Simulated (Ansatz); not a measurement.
# BiAs (model structure): optical spectrum from first principles

Aim: the dielectric function of BiAs (model structure), and the optical constants that follow from it. The structure is a model built here, which may or may not match a known phase. It was built so: All Sb replaced by Bi in the R-3m structure of SbAs.

Calculated with Ansatz 0.2.0; DFT, PBE, plane-wave PAW, default files, scalar-relativistic, independent-particle optical response without local fields.

## (1) The starting structure

The structure is trigonal, space group R-3m (No. 166). The conventional cell has a = 4.152 Å, b = 4.152 Å, c = 11.177 Å, α = 90.00°, β = 90.00°, γ = 120.00°. Nearest to Bi lie 6 As at 3.04 Å. As has 6 Bi at 3.04 Å nearest. All Sb replaced by Bi in the R-3m structure of SbAs. Farther neighbours are not listed.

## (2) Relaxation

Spectra hang on bond lengths, so the cell is first brought to its minimum.

This step: DFT, PBE, plane-wave PAW, default files, scalar-relativistic, relaxation (Ansatz 0.2.0).

Contents of input.yaml:

```yaml
crystal:
  lattice:
    - [2.07594099, 1.19854509, 3.7257438]
    - [-2.07594099, 1.19854509, 3.7257438]
    - [0.0, -2.39709018, 3.7257438]
  atoms:
    - { symbol: Bi, position: [0.5, 0.5, 0.5] }
    - { symbol: As, position: [0.0, 0.0, 0.0] }
kpoints:
  mp_grid: { grid: [7, 7, 7] }
scf:
  occupations: { method: fermi_dirac, width: 0.05 }
hamiltonian:
  xc: pbe
  pseudopotentials: { kind: paw }
output:
  forces: true
  stress: true
relax:
  f_tol: 0.02
  max_steps: 50
  cell: {}
```

The run is started by

```sh
$ ansatz run input.yaml --threads 4 --pin off --max-ram 8192MiB --backend cpu --events-out ev --progress --plain --runs-dir out
```

Numbers of over 12 decimals in the logs are rounded to 6 here.

Log:

```text
Engine: ansatz 0.2.0, aarch64-unknown-linux-gnu
Pseudopotentials: kind: paw
Pseudopotential: Bi, paw, valence charge 15, recommended cutoff 420 eV (normal), Bi.paw.azcp
Pseudopotential: As, paw, valence charge 15, recommended cutoff 420 eV (normal), As.paw.azcp
Functional definition: PBE
  parameter kappa = 0.804
  parameter beta = 0.066725
  exchange = pbe_x(kappa = kappa, mu = beta*pi^2/3)
  correlation = pbe_c(beta = beta)
Crystal: 2 atoms, lattice volume = 55.620 Å³
Basis set: ecut = 420 eV, 1087 PW (Γ), exchange–correlation on 60×60×60 points (8 copies of the dense FFT grid, shifted against one another)
Bands: 19, of which v1, the nominal top of the filled ones, is band 15 counted from 1 (14 counted from 0)
Symmetry: 12 space group operations
Space group: R-3m (ITA 166), of the structure as read, at distance tolerance 3.8e-5 Å
k-points: 44 of 343
Non-local potential: Bi, projectors of the file, l = 0: 2, l = 1: 2, l = 2: 2, l = 3: 2
Non-local potential: As, projectors of the file, l = 0: 2, l = 1: 2, l = 2: 3, l = 3: 1
PAW form: soft (Blöchl's): semilocal exchange-correlation on the pseudo side does not see the compensation charge
PAW one-centre angular grid: Bi, 590 points (default); XC on 64 Gauss nodes
PAW one-centre angular grid: As, 590 points (default); XC on 64 Gauss nodes
Initial density: superposition of atomic densities (neutral atoms: chi_scale 0, normalization atom), corrected by the library's trained network
Initial wavefunctions: pseudopotential atomic-orbital guess
Functional: x = pbe(κ = 0.804, μ = 0.219515), c = pbe(β = 0.066725)
SCF iter   1: F=—  HF=-17252.614537 eV  |F-HF|=—  |Δ(HF+E_count)|=         —  Δρ=1.05e-3  dr2=7.37e-4  ethr=1.77e-3  ⟨swp⟩=6.1  Hψ=4001  notcnv=0
preconditioner: auto → Kerker (q_TF=auto, 2.462 Å⁻¹)  [metal: Δε(μ)=0.082 eV  Ē_g=9.250 eV  σ=0.050 eV  W_gap=0.38  n_scr=14 (ndim 8)  ℏωp=15.7 eV  f_vac=0.000  D(μ)=0.74/eV (n_scr^D=0)]
SCF iter   2: F=—  HF=-17252.613441 eV  |F-HF|=—  |Δ(HF+E_count)|=   1.10e-3  Δρ=4.58e-4  dr2=1.28e-4  ethr=2.46e-6  ⟨swp⟩=2.2  Hψ=1833  notcnv=0
SCF iter   3: F=—  HF=-17252.613445 eV  |F-HF|=—  |Δ(HF+E_count)|=   4.44e-6  Δρ=1.88e-4  dr2=2.32e-5  ethr=4.27e-7  ⟨swp⟩=2.2  Hψ=1270  notcnv=0
SCF iter   4: F=—  HF=-17252.613446 eV  |F-HF|=—  |Δ(HF+E_count)|=   8.76e-7  Δρ=6.23e-5  dr2=1.76e-6  ethr=7.72e-8  ⟨swp⟩=2.0  Hψ=992  notcnv=0
SCF iter   5: F=—  HF=-17252.613447 eV  |F-HF|=—  |Δ(HF+E_count)|=   6.88e-7  Δρ=2.93e-5  dr2=4.13e-7  ethr=5.87e-9  ⟨swp⟩=2.1  Hψ=1298  notcnv=0
SCF iter   6: F=-17252.613447 eV  HF=-17252.613447 eV  |F-HF|=5.89e-9  |Δ(HF+E_count)|=   4.53e-7  Δρ=6.13e-6  dr2=2.28e-8  ethr=3.33e-10  ⟨swp⟩=5.0  Hψ=3219  notcnv=0
SCF 1 converged in 6 iterations: F = -17252.613447 eV  dr2 = 2.28e-8
  greatest PAW one-centre occupation: 0.999 electrons in one spin orbital (limit 2), on the As atom at site 1 (counted from 0), in its partial waves of l = 2
relax step   1: F+E_penalty+E_count = -17252.61344717 eV  Δ(F+E_penalty+E_count) = +0.000e0 eV  max|allowed force component| = 2.314e-29 eV/Å  Δτ_max = 0.0000 Å  P = -1.040 GPa  Ω = 55.620 Å³  (6 SCF iters, dr2 threshold 1.00e-7 eV, accepted)
Crystal: 2 atoms, lattice volume = 54.384 Å³
Basis set: ecut = 420 eV, 1055 PW (Γ), exchange–correlation on 60×60×60 points (8 copies of the dense FFT grid, shifted against one another)
Initial density: handed on by an earlier stage of this run
Initial wavefunctions: those handed on with the density
iter 1 solved again at ethr=8.91e-6 eV; its pass at ethr=3.10e-3 eV (dr2=2.67e-3 eV) is discarded
SCF iter   1: F=—  HF=-17252.663574 eV  |F-HF|=—  |Δ(HF+E_count)|=         —  Δρ=1.76e-3  dr2=2.86e-3  ethr=8.91e-6  ⟨swp⟩=2.6  Hψ=5765  notcnv=0
preconditioner: auto → none  [insulator: Δε(μ)=0.340 eV  Ē_g=9.401 eV  σ=0.050 eV  W_gap=0.93  n_scr=14 (ndim 8)  ℏωp=15.9 eV  f_vac=0.000  D(μ)=0.07/eV (n_scr^D=0)  ε∞_Penn≈3.9]
SCF iter   2: F=—  HF=-17252.662965 eV  |F-HF|=—  |Δ(HF+E_count)|=   6.09e-4  Δρ=8.14e-4  dr2=5.92e-4  ethr=8.91e-6  ⟨swp⟩=1.3  Hψ=860  notcnv=0
SCF iter   3: F=—  HF=-17252.662876 eV  |F-HF|=—  |Δ(HF+E_count)|=   8.89e-5  Δρ=1.66e-4  dr2=2.10e-5  ethr=1.97e-6  ⟨swp⟩=2.0  Hψ=1001  notcnv=0
SCF iter   4: F=—  HF=-17252.662880 eV  |F-HF|=—  |Δ(HF+E_count)|=   3.84e-6  Δρ=4.41e-5  dr2=6.88e-7  ethr=7.01e-8  ⟨swp⟩=2.0  Hψ=1493  notcnv=0
iter 5 did not close the SCF: its close was put off for the readings that it lacked (scf_convergence_deferred on its scf_iter line)
SCF iter   5: F=-17252.662880 eV  HF=-17252.662880 eV  |F-HF|=1.57e-7  |Δ(HF+E_count)|=   1.51e-7  Δρ=1.91e-5  dr2=1.20e-7  ethr=2.29e-9  ⟨swp⟩=2.0  Hψ=1498  notcnv=0
SCF iter   6: F=-17252.662880 eV  HF=-17252.662880 eV  |F-HF|=3.51e-9  |Δ(HF+E_count)|=   2.04e-7  Δρ=2.69e-6  dr2=2.45e-9  ethr=4.01e-10  ⟨swp⟩=3.3  Hψ=3395  notcnv=0
SCF 2 converged in 6 iterations: F = -17252.662880 eV  dr2 = 2.45e-9
relax step   2: F+E_penalty+E_count = -17252.66287994 eV  Δ(F+E_penalty+E_count) = -4.943e-2 eV  max|allowed force component| = 1.683e-29 eV/Å  Δτ_max = 0.0000 Å  P = +0.522 GPa  Ω = 54.384 Å³  energy of the carried Pulay correction = +2.315e-4 eV  (6 SCF iters, dr2 threshold 2.00e-7 eV, accepted)
Crystal: 2 atoms, lattice volume = 54.938 Å³
Basis set: ecut = 420 eV, 1049 PW (Γ), exchange–correlation on 60×60×60 points (8 copies of the dense FFT grid, shifted against one another)
iter 1 solved again at ethr=2.56e-6 eV; its pass at ethr=3.10e-3 eV (dr2=7.69e-4 eV) is discarded
SCF iter   1: F=—  HF=-17252.664761 eV  |F-HF|=—  |Δ(HF+E_count)|=         —  Δρ=9.93e-4  dr2=8.15e-4  ethr=2.56e-6  ⟨swp⟩=2.7  Hψ=6453  notcnv=0
preconditioner: auto → none  [insulator: Δε(μ)=0.303 eV  Ē_g=9.347 eV  σ=0.050 eV  W_gap=0.89  n_scr=14 (ndim 8)  ℏωp=15.8 eV  f_vac=0.001  D(μ)=0.06/eV (n_scr^D=0)  ε∞_Penn≈3.9]
SCF iter   2: F=—  HF=-17252.664667 eV  |F-HF|=—  |Δ(HF+E_count)|=   9.41e-5  Δρ=4.41e-4  dr2=1.06e-4  ethr=2.56e-6  ⟨swp⟩=2.0  Hψ=942  notcnv=0
SCF iter   3: F=—  HF=-17252.664676 eV  |F-HF|=—  |Δ(HF+E_count)|=   8.55e-6  Δρ=1.08e-4  dr2=4.08e-6  ethr=3.54e-7  ⟨swp⟩=2.0  Hψ=1073  notcnv=0
iter 4 did not close the SCF: its close was put off for the readings that it lacked (scf_convergence_deferred on its scf_iter line)
SCF iter   4: F=-17252.664680 eV  HF=-17252.664680 eV  |F-HF|=1.46e-7  |Δ(HF+E_count)|=   4.03e-6  Δρ=1.14e-5  dr2=7.70e-8  ethr=1.36e-8  ⟨swp⟩=2.0  Hψ=1500  notcnv=0
iter 5 did not close the SCF: its close was put off for the readings that it lacked (scf_convergence_deferred on its scf_iter line)
SCF iter   5: F=-17252.664680 eV  HF=-17252.664680 eV  |F-HF|=5.52e-9  |Δ(HF+E_count)|=   6.59e-8  Δρ=4.59e-6  dr2=8.01e-9  ethr=2.57e-10  ⟨swp⟩=2.0  Hψ=1501  notcnv=0
SCF iter   6: F=-17252.664680 eV  HF=-17252.664680 eV  |F-HF|=1.89e-10  |Δ(HF+E_count)|=   1.14e-9  Δρ=1.08e-6  dr2=6.95e-10  ethr=2.67e-11  ⟨swp⟩=2.0  Hψ=3148  notcnv=0
SCF 3 converged in 6 iterations: F = -17252.664680 eV  dr2 = 6.95e-10
relax step   3: F+E_penalty+E_count = -17252.66467973 eV  Δ(F+E_penalty+E_count) = -1.800e-3 eV  max|allowed force component| = 2.083e-30 eV/Å  Δτ_max = 0.0000 Å  P = -0.125 GPa  Ω = 54.938 Å³  energy of the carried Pulay correction = +1.312e-4 eV  (6 SCF iters, dr2 threshold 2.00e-7 eV, accepted)
[...]
relax step   4: F+E_penalty+E_count = -17252.66994626 eV  Δ(F+E_penalty+E_count) = -5.267e-3 eV  max|allowed force component| = 3.155e-30 eV/Å  Δτ_max = 0.0000 Å  P = -0.005 GPa  Ω = 54.839 Å³  energy of the carried Pulay correction = +1.484e-4 eV  (6 SCF iters, dr2 threshold 2.00e-7 eV, accepted)
[...]
relax step   5: F+E_penalty+E_count = -17252.67003940 eV  Δ(F+E_penalty+E_count) = -9.313e-5 eV  max|allowed force component| = 3.787e-29 eV/Å  Δτ_max = 0.0000 Å  P = +0.001 GPa  Ω = 54.834 Å³  energy of the carried Pulay correction = +1.492e-4 eV  (6 SCF iters, dr2 threshold 5.06e-8 eV, accepted)
Initial wavefunctions: pseudopotential atomic-orbital guess (no wavefunctions were taken with the density)
iter 1 solved again at ethr=1.50e-7 eV; its pass at ethr=3.10e-3 eV (dr2=4.49e-5 eV) is discarded
SCF iter   1: F=—  HF=-17252.669663 eV  |F-HF|=—  |Δ(HF+E_count)|=         —  Δρ=2.25e-4  dr2=8.50e-7  ethr=1.50e-7  ⟨swp⟩=3.8  Hψ=6194  notcnv=0
preconditioner: auto → none  [insulator: Δε(μ)=0.477 eV  Ē_g=9.361 eV  σ=0.050 eV  W_gap=0.98  n_scr=14 (ndim 8)  ℏωp=15.9 eV  f_vac=0.000  D(μ)=0.02/eV (n_scr^D=0)  ε∞_Penn≈3.9]
SCF iter   2: F=—  HF=-17252.669885 eV  |F-HF|=—  |Δ(HF+E_count)|=   2.22e-4  Δρ=1.13e-4  dr2=2.05e-7  ethr=2.83e-9  ⟨swp⟩=2.3  Hψ=1312  notcnv=0
SCF iter   3: F=—  HF=-17252.669958 eV  |F-HF|=—  |Δ(HF+E_count)|=   7.32e-5  Δρ=4.00e-6  dr2=2.02e-9  ethr=6.85e-10  ⟨swp⟩=2.5  Hψ=1191  notcnv=0
SCF iter   4: F=—  HF=-17252.669958 eV  |F-HF|=—  |Δ(HF+E_count)|=   7.22e-8  Δρ=6.44e-7  dr2=4.43e-11  ethr=6.72e-12  ⟨swp⟩=2.0  Hψ=1497  notcnv=0
iter 5 did not close the SCF: its close was put off for the readings that it lacked (scf_convergence_deferred on its scf_iter line)
SCF iter   5: F=-17252.669958 eV  HF=-17252.669958 eV  |F-HF|=6.91e-11  |Δ(HF+E_count)|=   1.28e-9  Δρ=1.62e-7  dr2=3.18e-12  ethr=1.00e-12  ⟨swp⟩=2.0  Hψ=1066  notcnv=0
SCF iter   6: F=-17252.669958 eV  HF=-17252.669958 eV  |F-HF|=3.64e-12  |Δ(HF+E_count)|=  8.00e-11  Δρ=3.83e-8  dr2=2.14e-13  ethr=1.00e-12  ⟨swp⟩=4.9  Hψ=3947  notcnv=0
SCF 6 converged in 6 iterations: F = -17252.669958 eV  dr2 = 2.14e-13
relax step   6: F+E_penalty+E_count = -17252.66995847 eV  Δ(F+E_penalty+E_count) = +8.092e-5 eV  max|allowed force component| = 4.207e-30 eV/Å  Δτ_max = 0.0000 Å  P = -0.000 GPa  Ω = 54.834 Å³  stress off target by 1.01e-2 GPa  SCF on the basis re-selected at this cell (its energy is not comparable with the rows above)  (6 SCF iters)
basis re-selected at this cell: Δ(F+E_penalty+E_count) = +8.092e-5 eV, ΔP = -0.002 GPa vs the last step (what re-selecting the basis moved, of the pressure what is left beyond the Pulay correction that the steps carried, after the strain that the cell walked since its last selection, with what the two solves' SCF thresholds leave and, on support functions, any second-order correction that the steps lacked; it is no m [...]
SCF converged after 6 iterations
Free energy (F): -17252.669958 eV
Harris-Foulkes:  -17252.669958 eV  (|F-HF|=3.64e-12)
Internal energy: -17252.669621 eV  (E = F + TS)
E sigma→0 (E₀):  -17252.669790 eV
Entropy (-TS):   -0.000338 eV (-0.169 meV/atom)
Fermi energy:    10.438794 eV
--- Per-component energies (eV) ---
  E_band       = -328.249179
  E_kinetic    = 403.733480
  E_local      = -3193.750930  (includes V_loc(G=0)·N_el)
  E_nonlocal   = -110.034290
  E_hartree    = 1424.210547
  E_xc         = -230.490123
  E_vxc        = -223.377962  (∫ρ·V_xc dr)
  E_paw        = -12497.738620  (= ΣΔE_a)
  E_vpaw       = -53.240145  (= ΣTr[D̂ρ^β])
  E_aug_tail   = -0.000430  (compensation charges beyond the density's cutoff)
  E_ewald      = -3048.599256
  E_smearing   = -0.000338  (= −TS)
  E_closure    = -0.000000  (closes the sum)
  Σ components = -17252.669958   (vs F -17252.669958, Δ=0.00e0)
--- Forces (eV/Å), atoms counted from 1 ---
  atom   1  Bi     0.00000000     0.00000000     0.00000000
  atom   2  As     0.00000000    -0.00000000    -0.00000000
  max |Σ_I F_I| component: 8.41e-30 eV/Å
--- Stress (GPa, compression-positive) ---
        0.004721      -0.000000      -0.000000
       -0.000000       0.004721       0.000000
       -0.000000       0.000000      -0.010120
  P = ⅓ Tr σ = -0.0002 GPa (-0.002 kbar)
--- Relaxed structure (5 steps of the walk, 5 accepted, 1 SCFs on fresh bases) ---
  F+E_penalty+E_count = -17252.66995847 eV   max|allowed force component| = 4.207e-30 eV/Å   (the final SCF, on the basis selected at the relaxed cell)
  cell:  # Å, volume = 54.8336 Å³
    - [2.132004, 1.230913, 3.482409]
    - [-2.132004, 1.230913, 3.482409]
    - [0, -2.461827, 3.482409]
  atoms:
    - { symbol: Bi, position: [0.5, 0.5, 0.5] }
    - { symbol: As, position: [0, 0, 0] }
```

Elapsed: 3.3 s, on 4 threads of Arm Neoverse V2, shared host; peak memory 0.39 GiB; 12 s of CPU time.

The steps of the relaxation:

| step | energy less that of the first step (eV) | largest force component (eV/Å) | pressure (GPa) | volume (Å³) |
| --- | --- | --- | --- | --- |
| 1 | 0.0000 | 0.0000 | -1.04 | 55.62 |
| 2 | -0.0494 | 0.0000 | 0.52 | 54.38 |
| 3 | -0.0512 | 0.0000 | -0.12 | 54.94 |
| 4 | -0.0565 | 0.0000 | 0.00 | 54.84 |
| 5 | -0.0566 | 0.0000 | 0.00 | 54.83 |
| 6* | -0.0565 | 0.0000 | 0.00 | 54.83 |

Relaxation steps marked * repeat the geometry before them on a plane-wave basis chosen anew for their cell, so energy and pressure can jump there.

Forces are held to the 12 operations that the run works with; a distortion that breaks them can't arise in this run.

| cell as run | before | after | change |
| --- | --- | --- | --- |
| a (Å) | 4.430 | 4.265 | -3.7 % |
| b (Å) | 4.430 | 4.265 | -3.7 % |
| c (Å) | 4.430 | 4.265 | -3.7 % |
| α (°) | 55.88 | 59.99 | +7.3 % |
| β (°) | 55.88 | 59.99 | +7.3 % |
| γ (°) | 55.88 | 59.99 | +7.3 % |
| volume (Å³/atom) | 27.81 | 27.42 | -1.4 % |

Final coordinates:

```
Bi As
1.0
     2.13200    1.23091    3.48241
    -2.13200    1.23091    3.48241
     0.00000   -2.46183    3.48241
Bi As
1 1
Cartesian
  0.0000 0.0000 5.2236
  0.0000 0.0000 0.0000
```

The relaxation ends with a pressure of 0.00 GPa.

(Continued in part 2 of 2.)

[Logs are printed without paths, hosts, clocks, repeated set-up lines and the standing remarks that a program may print on its own settings, such as how far it seeks lower states.]

[Hosts, paths, dates, database ids (printed as entryN), source tags and the programs' standing remarks are cut or masked in the printed files.]
